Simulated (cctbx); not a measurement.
## Accept or mend?

Cell a = 5.2820 Å, b = 5.4170 Å, c = 7.8520 Å, α = 90.06°, β = 91.11°, γ = 91.01°; space group P-1 (no. 2). The compound is Cr2GaReO6.

The data are simulated with cctbx, not measured: Cu Kα, λ = 1.54184 Å, to d = 0.83 Å, 70 % of the full sphere, strongest reflection 70000 counts, noise from counting, a 1.5 % proportional error and a noise floor of 2 counts (s.d.); no absorption, and some extinction, which the refinements don't model.

An anisotropic refinement with weights 1/σ² prints:

```text
Rint 0.011, 743 unique reflections to 0.83 A
cycle     R1     wR2    GooF  max shift (A)
   1  0.0610  0.1537   7.517   0.02396
   2  0.0144  0.0379   1.853   0.00026
final R1 0.0144 wR2 0.0379 GooF 1.853  parameters 96  data/parameter 7.7
atom        x        y        z      Ueq    occ   su(xyz)  su(Uiso or U11)
Re1    0.50000  0.00000  0.00000   0.0095  1.000  0.00000  0.0002
Re2    0.00000  0.50000  0.50000   0.0123  1.000  0.00000  0.0002
Ga1    0.50000  0.00000  0.50000   0.0160  1.000  0.00000  0.0005
Ga2    0.00000  0.50000  0.00000   0.0099  1.000  0.00000  0.0004
Cr1    0.49198  0.55081  0.74780   0.0071  1.000  0.00016  0.0004
Cr2    0.99618  0.96022  0.23367   0.0131  1.000  0.00017  0.0005
O1     0.87468  0.42405  0.73025   0.0138  1.000  0.00068  0.0018
O2     0.37804  0.07314  0.23086   0.0347  1.000  0.00091  0.0023
O3     0.30069  0.32188  0.55840   0.0165  1.000  0.00070  0.0020
O4     0.81243  0.18450  0.05674   0.0214  1.000  0.00079  0.0022
O5     0.33450  0.28877  0.91168   0.0292  1.000  0.00095  0.0030
O6     0.82103  0.20534  0.42644   0.0242  1.000  0.00080  0.0021
difference map: max 1.21 min -0.62 rms 0.17
Q1    0.9974  0.9986  0.2449    2    1.21  0.23 A from Cr2
Q2    0.4971  0.4911  0.2615    2    1.12  0.25 A from Cr1
Q3    0.1490  0.9211  0.9760    2    0.50  0.66 A from O4
Q4    0.2449  0.5926  0.2935    2    0.47  0.66 A from O1
Q5    0.0390  0.6185  0.3053    2    0.45  0.59 A from O1
Q6    0.1012  0.8789  0.5264    2    0.45  0.72 A from O6
```

Q: Accept it or mend it, and why?

Mend it. The fault: anomalous dispersion left out. Against the right model at the same level, R1 goes from 0.0092 to 0.0144 and GooF from 1.07 to 1.85, U of Cr1 shrinks from 0.0118 to 0.0071 Å², U of O1 shrinks from 0.0194 to 0.0138 Å², U of O3 shrinks from 0.0226 to 0.0165 Å², U of Cr2 shrinks from 0.0177 to 0.0131 Å² and the top difference peak, 1.2 e/Å³, lies on Cr2. No atom is wrong: without f′ and f″ the atoms near an edge get the wrong scattering power, which U and the scale absorb. The signs are weak, and the output alone doesn't single this fault out.

The compound is Cr2GaReO6. The right model at the same level gives:

```text
Rint 0.011, 743 unique reflections to 0.83 A
cycle     R1     wR2    GooF  max shift (A)
   1  0.0398  0.1134   5.547   0.02414
   2  0.0092  0.0218   1.066   0.00020
final R1 0.0092 wR2 0.0218 GooF 1.066  parameters 96  data/parameter 7.7
atom        x        y        z      Ueq    occ   su(xyz)  su(Uiso or U11)
Re1    0.50000  0.00000  0.00000   0.0072  1.000  0.00000  0.0001
Re2    0.00000  0.50000  0.50000   0.0100  1.000  0.00000  0.0001
Ga1    0.50000  0.00000  0.50000   0.0154  1.000  0.00000  0.0003
Ga2    0.00000  0.50000  0.00000   0.0094  1.000  0.00000  0.0002
Cr1    0.49195  0.55008  0.74778   0.0118  1.000  0.00009  0.0002
Cr2    0.99617  0.96091  0.23386   0.0177  1.000  0.00010  0.0003
O1     0.87425  0.42356  0.73044   0.0194  1.000  0.00039  0.0010
O2     0.37818  0.07304  0.23143   0.0408  1.000  0.00052  0.0014
O3     0.30073  0.32183  0.55857   0.0226  1.000  0.00041  0.0012
O4     0.81208  0.18422  0.05709   0.0274  1.000  0.00046  0.0013
O5     0.33345  0.28839  0.91159   0.0355  1.000  0.00055  0.0018
O6     0.82108  0.20473  0.42635   0.0296  1.000  0.00045  0.0012
difference map: max 0.34 min -0.46 rms 0.11
Q1    0.0996  0.3614  0.0871    2    0.37  1.14 A from Ga2
Q2    0.3795  0.6575  0.6501    2    0.36  1.13 A from Cr1
Q3    0.0793  0.3458  0.5963    2    0.33  1.20 A from Re2
Q4    0.3322  0.9507  0.0912    2    0.31  1.18 A from Re1
Q5    0.2857  0.5999  0.3089    2    0.31  0.90 A from O1
Q6    0.3382  0.9877  0.6099    2    0.30  1.23 A from Ga1
```

Isotropic U is held between 0.0001 and 1 Å² by the program, and listed peak heights are interpolated, so they can pass the grid's maximum.

The model is made up (kin elements in a known structure type, no relaxation), so it says nothing on whether the phase exists.

[Middle refinement cycles are left out of these outputs.]

[Logs are printed without paths, hosts, clocks, repeated set-up lines and the standing remarks that a program may print on its own settings, such as how far it seeks lower states.]
